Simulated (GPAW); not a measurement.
# Dielectric function and optical constants of SrCl2

Wanted: where SrCl2 starts to absorb, how strongly, and its refractive index.

Program: GPAW 26.7.0. Level of theory: DFT, PBE, plane-wave PAW (GPAW data sets), scalar-relativistic, RPA, optical limit. Results are calculated unless marked as measured.

## (1) Set-up

It takes space group Fm-3m (No. 225, cubic). Conventional cell: a = 6.977 Å, b = 6.977 Å, c = 6.977 Å, α = 90.00°, β = 90.00°, γ = 90.00°. Nearest to Sr lie 8 Cl at 3.02 Å. Nearest to Cl lie 4 Sr at 3.02 Å. Farther neighbours and most contacts between anions are not listed.

As a file:

```cif
data_structure
_symmetry_space_group_name_H-M 'Fm-3m'
_symmetry_Int_Tables_number 225
_cell_length_a 6.9767
_cell_length_b 6.9767
_cell_length_c 6.9767
_cell_angle_alpha 90.000
_cell_angle_beta 90.000
_cell_angle_gamma 90.000
_cell_volume 339.59
loop_
_atom_site_label
_atom_site_type_symbol
_atom_site_symmetry_multiplicity
_atom_site_Wyckoff_symbol
_atom_site_fract_x
_atom_site_fract_y
_atom_site_fract_z
_atom_site_occupancy
Sr1 Sr 4 a 0.00000 0.00000 0.00000 1
Cl1 Cl 8 c 0.25000 0.25000 0.75000 1
```

## (2) Ground state

The self-consistent density comes first; it also tells whether there is a gap, which decides the occupations and the need for a Drude term.

This step: DFT, PBE, plane-wave PAW (GPAW data sets), scalar-relativistic, ground state (GPAW 26.7.0).

gs.py

```python
from ase import Atoms
from ase.dft.bandgap import bandgap
from gpaw import GPAW, PW, FermiDirac

atoms = Atoms(['Sr', 'Cl', 'Cl'],
              cell=[[0.000000000000, 3.488350000000, 3.488350000000],
                    [3.488350000000, 0.000000000000, 3.488350000000],
                    [3.488350000000, 3.488350000000, 0.000000000000]],
              scaled_positions=[[0.000000000000, 0.000000000000, 0.000000000000],
                                [0.750000000000, 0.750000000000, 0.750000000000],
                                [0.250000000000, 0.250000000000, 0.250000000000]],
              pbc=[True, True, True])
atoms.calc = GPAW(mode=PW(500), xc='PBE', kpts={'size': (6, 6, 6), 'gamma': True},
                  occupations=FermiDirac(0.05), maxiter=150, txt='gs.txt')
print('energy (eV)', atoms.get_potential_energy())
print('Fermi level (eV)', atoms.calc.get_fermi_level())
print('valence electrons', atoms.calc.get_number_of_electrons())
print('gap (eV)', bandgap(atoms.calc, output=None)[0])
print('direct gap (eV)', bandgap(atoms.calc, direct=True, output=None)[0])
atoms.calc.write('gs.gpw')
```

Run with:

```bash
$ OMP_NUM_THREADS=1 python gs.py
```

Numbers of over 12 decimals in the logs are rounded to 6 here.

The log of the run:

```text
__  _  _
 | _ |_)|_||  |
 |__||  | ||/\| - 26.7.0

Versions:
  Python: 3.12.14
  ASE:    3.29.0
  Numpy:  2.5.5
  Scipy:  1.18.1
  Libxc:  7.0.0

Input parameters:
  mode=PW(ecut=500.0),
  kpts=MonkhorstPack(size=(6, 6, 6), gamma=True),
  maxiter=150,
  occupations=Occupations(name='fermi-dirac', width=0.05, fixmagmom=False),
  xc=XC(name='PBE')

Diagonalizing LCAO Hamiltonian
Converting LCAO to pw mode

                        Cl

             Cl

       Sr

Atoms  # Å, Bohr magnetons
|   | symbol |        x |        y |        z |    initial magnetic moments |
| 0 |     Sr | 0.000000 | 0.000000 | 0.000000 | ( 0.0000,  0.0000,  0.0000) |
| 1 |     Cl | 5.232525 | 5.232525 | 5.232525 | ( 0.0000,  0.0000,  0.0000) |
| 2 |     Cl | 1.744175 | 1.744175 | 1.744175 | ( 0.0000,  0.0000,  0.0000) |

Unit cell  # Å
| periodic |        x |        y |        z |  lengths |    angles |
|      yes | 0.000000 | 3.488350 | 3.488350 | 4.933272 | 60.000000 |
|      yes | 3.488350 | 0.000000 | 3.488350 | 4.933272 | 60.000000 |
|      yes | 3.488350 | 3.488350 | 0.000000 | 4.933272 | 60.000000 |

Number of symmetries: 48
Symmetry operations  # r_c * U_cc + t_c -> r_c
|    | kind |            matrix            |
|  0 |  σ   |  1, 0, 0,  1, 0,-1,  1,-1, 0 |
|  1 |  C2  |  1, 0, 0,  1,-1, 0,  1, 0,-1 |
|  2 |  E   |  1, 0, 0,  0, 1, 0,  0, 0, 1 |
|  3 |  σ   |  1, 0, 0,  0, 0, 1,  0, 1, 0 |
|  4 |  C4  |  1, 0,-1,  1, 0, 0,  1,-1, 0 |
|  5 |  S6  |  1, 0,-1,  1,-1, 0,  1, 0, 0 |
|  6 |  σ   |  1, 0,-1,  0, 1,-1,  0, 0,-1 |
|  7 |  C3  |  1, 0,-1,  0, 0,-1,  0, 1,-1 |
|  8 |  S6  |  1,-1, 0,  1, 0, 0,  1, 0,-1 |
|  9 |  C4  |  1,-1, 0,  1, 0,-1,  1, 0, 0 |
| 10 |  C3  |  1,-1, 0,  0,-1, 1,  0,-1, 0 |
| 11 |  σ   |  1,-1, 0,  0,-1, 0,  0,-1, 1 |
| 12 |  σ   |  0, 1, 0,  1, 0, 0,  0, 0, 1 |
| 13 |  C4  |  0, 1, 0,  0, 1,-1, -1, 1, 0 |
| 14 |  C3  |  0, 1, 0,  0, 0, 1,  1, 0, 0 |
| 15 |  S6  |  0, 1, 0, -1, 1, 0,  0, 1,-1 |
| 16 |  C2  |  0, 1,-1,  1, 0,-1,  0, 0,-1 |
| 17 |  σ   |  0, 1,-1,  0, 1, 0, -1, 1, 0 |
| 18 |  S4  |  0, 1,-1,  0, 0,-1,  1, 0,-1 |
| 19 |  C4  |  0, 1,-1, -1, 1, 0,  0, 1, 0 |
| 20 |  C3  |  0, 0, 1,  1, 0, 0,  0, 1, 0 |
| 21 |  σ   |  0, 0, 1,  0, 1, 0,  1, 0, 0 |
| 22 |  S6  |  0, 0, 1,  0,-1, 1, -1, 0, 1 |
| 23 |  C4  |  0, 0, 1, -1, 0, 1,  0,-1, 1 |
| 24 |  S4  |  0, 0,-1,  1, 0,-1,  0, 1,-1 |
| 25 |  C3  |  0, 0,-1,  0, 1,-1,  1, 0,-1 |
| 26 |  C2  |  0, 0,-1,  0,-1, 0, -1, 0, 0 |
| 27 |  S6  |  0, 0,-1, -1, 0, 0,  0,-1, 0 |
| 28 |  S4  |  0,-1, 1,  1,-1, 0,  0,-1, 0 |
| 29 |  C4  |  0,-1, 1,  0, 0, 1, -1, 0, 1 |
| 30 |  C2  |  0,-1, 1,  0,-1, 0,  1,-1, 0 |
| 31 |  σ   |  0,-1, 1, -1, 0, 1,  0, 0, 1 |
| 32 |  C3  |  0,-1, 0,  1,-1, 0,  0,-1, 1 |
| 33 |  S6  |  0,-1, 0,  0, 0,-1, -1, 0, 0 |
| 34 |  S4  |  0,-1, 0,  0,-1, 1,  1,-1, 0 |
| 35 |  C2  |  0,-1, 0, -1, 0, 0,  0, 0,-1 |
| 36 |  C2  | -1, 1, 0,  0, 1, 0,  0, 1,-1 |
| 37 |  S6  | -1, 1, 0,  0, 1,-1,  0, 1, 0 |
| 38 |  S4  | -1, 1, 0, -1, 0, 1, -1, 0, 0 |
| 39 |  C3  | -1, 1, 0, -1, 0, 0, -1, 0, 1 |
| 40 |  S6  | -1, 0, 1,  0, 0, 1,  0,-1, 1 |
| 41 |  C2  | -1, 0, 1,  0,-1, 1,  0, 0, 1 |
| 42 |  C3  | -1, 0, 1, -1, 1, 0, -1, 0, 0 |
| 43 |  S4  | -1, 0, 1, -1, 0, 0, -1, 1, 0 |
| 44 |  C2  | -1, 0, 0,  0, 0,-1,  0,-1, 0 |
| 45 |  i   | -1, 0, 0,  0,-1, 0,  0, 0,-1 |
| 46 |  σ   | -1, 0, 0, -1, 1, 0, -1, 0, 1 |
| 47 |  C2  | -1, 0, 0, -1, 0, 1, -1, 1, 0 |

BZ-sampling:
  Number of BZ points: 216
  Number of IBZ points: 16

  Monkhorst-Pack size: [6, 6, 6]
  Monkhorst-Pack shift: [0.083333, 0.083333, 0.083333]

K-points  # in reciprocal-cell coordinates
|     |                                coordinates |     weight |
|   0 | (  0.00000000,   0.00000000,   0.00000000) | 0.00462963 |
|   1 | (  0.16666667,   0.16666667,   0.00000000) | 0.02777778 |
|   2 | (  0.16666667,   0.16666667,   0.16666667) | 0.03703704 |
|   3 | (  0.33333333,   0.16666667,   0.16666667) | 0.05555556 |
|   4 | (  0.33333333,   0.33333333,  -0.33333333) | 0.05555556 |
|   5 | (  0.33333333,   0.33333333,   0.00000000) | 0.02777778 |
|   6 | (  0.33333333,   0.33333333,   0.16666667) | 0.11111111 |
|   7 | (  0.33333333,   0.33333333,   0.33333333) | 0.03703704 |
|   8 | (  0.50000000,   0.33333333,  -0.33333333) | 0.11111111 |
|   9 | (  0.50000000,   0.33333333,  -0.16666667) | 0.05555556 |
| ... |                                            |            |
|  15 | (  0.50000000,   0.50000000,   0.50000000) | 0.01851852 |

Plane wave coefficients: 2176
Cutoff: 500.0 eV

Spin-components: 1 (collinear spins)
Bands:           13
Projectors:      15
Spin-degeneracy: 2
Datatype:        complex128

Parallelization:
  kpt:    1
  domain: 1
  band:   1

Density:
  Valence electrons: 24.0
  Components: 1
  Grid points: [27 27 27]
  Charge: 0.0  # |e|

Potential:
  Grid points: [27 27 27]

species:
  Sr:
    name:    Strontium
    id:
    Z:       38.0
    valence: 10
    core:    28
    charge:  0.0  # [|e|]
    compensation charges:
      type: gauss
      rc: 0.40  # [Å]
      lmax: 2
    cutoffs:
      filter: 2.39  # [Å]
      core: 1.85  # [Å]
    projectors
    | kind |    occ | energy [eV] | rcut [Å] |
    |   4s |  2.000 |     -40.883 |    1.291 |
    |   5s |  2.000 |      -3.525 |    1.291 |
    |   4p |  6.000 |     -22.826 |    1.291 |
    |    p |        |       4.386 |    1.291 |
    |    d |        |       0.000 |    1.254 |

    Using partial waves for Sr as LCAO basis

  Cl:
    name:    Chlorine
    id:
    Z:       17.0
    valence: 7
    core:    10
    charge:  0.0  # [|e|]
    compensation charges:
      type: gauss
      rc: 0.25  # [Å]
      lmax: 2
    cutoffs:
      filter: 1.40  # [Å]
      core: 1.49  # [Å]
    projectors
    | kind |    occ | energy [eV] | rcut [Å] |
    |   3s |  2.000 |     -20.689 |    0.794 |
    |   3p |  5.000 |      -8.594 |    0.794 |
    |    s |        |       6.523 |    0.794 |
    |    p |        |      18.617 |    0.794 |
    |    d |        |       0.000 |    0.794 |

    Using partial waves for Cl as LCAO basis

Reference energy: -111606.668799  # eV

eigensolver:
  PPCG
  Converge bands: occupied
  niter=2

density mixing:
  MSR1-Mixer
  Pratt-step length: 0.05
  Maximum mixing coefficient: 0.75
  Old densities: 10
  SVD Regularization: 0.005
  Good broyden scale: 1.0
  Trust region scale: 1.0
  Backstep threshold: 4.0
  History deletion threshold: 6.0
  Fourier metric: weight=20.0, sigma=0.015

occupation numbers:
  Fermi-Dirac:
    width: 0.0500  # eV

poisson solver:
  ecut: 4000.0  # eV

xc functional:
  name: PBE with 2 nearest neighbor stencil

convergence criteria:
- Maximum [total energy] change in last 3 cyles: 0.0005 eV / valence electron
- Maximum integral of absolute [dens]ity change: 0.0001 electrons / valence electron
- Maximum integral of absolute [eigenst]ate change: 4e-08 eV^2 / valence electron
maximum number of iterations: 150

SCF iterations
|iter     |      energy | eigst |  dens |
|iter:   1||  -12.891356 | -0.31 |       |
|iter:   2||  -12.866980 | -2.12 | -1.25 |
|iter:   3||  -12.755060 | -1.43 | -1.28 |
|iter:   4||  -12.761138 | -2.74 | -1.77 |
|iter:   5||  -12.766239c| -3.92 | -2.16 |
|iter:   6||  -12.766345c| -5.13 | -3.02 |
|iter:   7||  -12.766364c| -6.14 | -3.42 |
|iter:   8||  -12.766364c| -7.42c| -4.43c|

Converged in 8 steps
SCF loop duration: 13.430 s (1.679 s/step)
Energy contributions relative to reference atoms: (reference = -111606.668799)

Energy contributions:
  Kinetic:          13.335507
  Coulomb:         -12.259489
  Zero:             -0.184745
  External:          0.000000
  Xc:              -13.657637
  Entropy:          -0.000000
  Spinorbit:         0.000000
  ----------------------------
  Free energy:     -12.766364
  Extrapolated:    -12.766364

dipole moment: (-27.394538, -27.394538, -27.394538)  # |e|*Ang

Fermi level: 3.851
Eigenvalues  # (at kpt = [0.000, 0.000, 0.000])
| band index |      eig [eV] | occ [0-2] |
|          0 |       -31.128 |     2.000 |
|        ... |               |           |
|          4 |       -11.615 |     2.000 |
|          5 |       -10.767 |     2.000 |
|          6 |        -0.427 |     2.000 |
|          7 |        -0.427 |     2.000 |
|          8 |        -0.427 |     2.000 |
|          9 |         1.345 |     2.000 |
|         10 |         1.345 |     2.000 |
|         11 |         1.345 |     2.000 |
|         12 |         7.025 |     0.000 |

Gap: 5.346 eV
Transition (v -> c):
  (s=0, k=12, n=11, [0.50, 0.50, 0.00]) -> (s=0, k=0, n=12, [0.00, 0.00, 0.00])
Direct/indirect transitions are different
Direct gap: 5.521 eV
Transition at: (s=0, k=12, n=11, [0.50, 0.50, 0.00])

--- standard output ---
energy (eV) -12.766364
Fermi level (eV) 3.850994
valence electrons 24.0
gap (eV) 5.345544
direct gap (eV) 5.520842
```

Wall time 16 s (1 thread of Arm Neoverse N1, shared host); peak memory 0.16 GiB.

Read-outs, printed or worked out from the files:

```
energy                 : -12.77 eV
Fermi energy           : 3.851 eV
gap on the k-mesh      : 5.346 eV
direct gap on the mesh : 5.521 eV
electrons              : 24
```

There is a gap, 5.35 eV on this mesh (points off the mesh can give less), so no carriers' term is needed.

## (3) Bands for the response

At the fixed density, many empty bands are solved on the mesh of the response, since the spectrum sums over them.

This step: DFT, PBE, plane-wave PAW (GPAW data sets), scalar-relativistic, bands at fixed density (GPAW 26.7.0).

nscf.py

```python
from ase.dft.bandgap import bandgap
from gpaw import GPAW, FermiDirac

calc = GPAW('gs.gpw').fixed_density(kpts={'size': (8, 8, 8), 'gamma': True}, nbands=57, convergence={'bands': 51},
                                    occupations=FermiDirac(0.001), txt='nscf.txt')
print('gap (eV)', bandgap(calc, output=None)[0])
print('direct gap (eV)', bandgap(calc, direct=True, output=None)[0])
print('top band over the Fermi level (eV)', min(calc.get_eigenvalues(kpt=k)[50] for k in range(len(calc.get_ibz_k_points()))) - calc.get_fermi_level())
calc.write('full.gpw', mode='all')
```

Run with:

```bash
$ OMP_NUM_THREADS=1 python nscf.py
```

The log of the run:

```text
Diagonalizing LCAO Hamiltonian
Converting LCAO to pw mode
convergence criteria:
- Maximum integral of absolute [eigenst]ate change: 4e-08 eV^2 / valence electron
maximum number of iterations: 150

SCF iterations
|iter     |      energy | eigst |  dens |
|iter:   1||             | +3.73 |       |
|iter:   2||             | +2.44 |       |
|iter:   3||             | +1.40 |       |
|iter:   4||             | +0.13 |       |
|iter:   5||             | -1.01 |       |
|iter:   6||             | -2.07 |       |
|iter:   7||             | -2.90 |       |
|iter:   8||             | -3.88 |       |
|iter:   9||             | -4.67 |       |
|iter:  10||             | -5.51 |       |
|iter:  11||             | -6.16 |       |
|iter:  12||             | -6.72 |       |
|iter:  13||             | -7.27 |       |
|iter:  14||             | -7.68c|       |
SCF steps: 14
  __  _  _
 | _ |_)|_||  |
 |__||  | ||/\| - 26.7.0

Versions:
  Python: 3.12.14
  ASE:    3.29.0
  Numpy:  2.5.5
  Scipy:  1.18.1
  Libxc:  7.0.0

Input parameters:
  mode=PW(ecut=500.0),
  convergence={'bands': 51},
  gpts=array([27, 27, 27]),
  kpts=MonkhorstPack(size=(8, 8, 8), gamma=True),
  maxiter=150,
  nbands=57,
  occupations=Occupations(name='fermi-dirac', width=0.001, fixmagmom=False),
  parallel={},
  xc=XC(name='PBE')

--- standard output ---
gap (eV) 5.345544
direct gap (eV) 5.520842
top band over the Fermi level (eV) 27.437183
```

It took 2.8 min on 1 thread; peak memory 0.23 GiB.

(Continued in part 2 of 2.)

[Machine, clock and banner lines and Python warnings are left out of the logs.]

[Logs are printed without paths, hosts, clocks, repeated set-up lines and the standing remarks that a program may print on its own settings, such as how far it seeks lower states.]

[Hosts, paths, dates, database ids (printed as entryN), source tags and the programs' standing remarks are cut or masked in the printed files.]
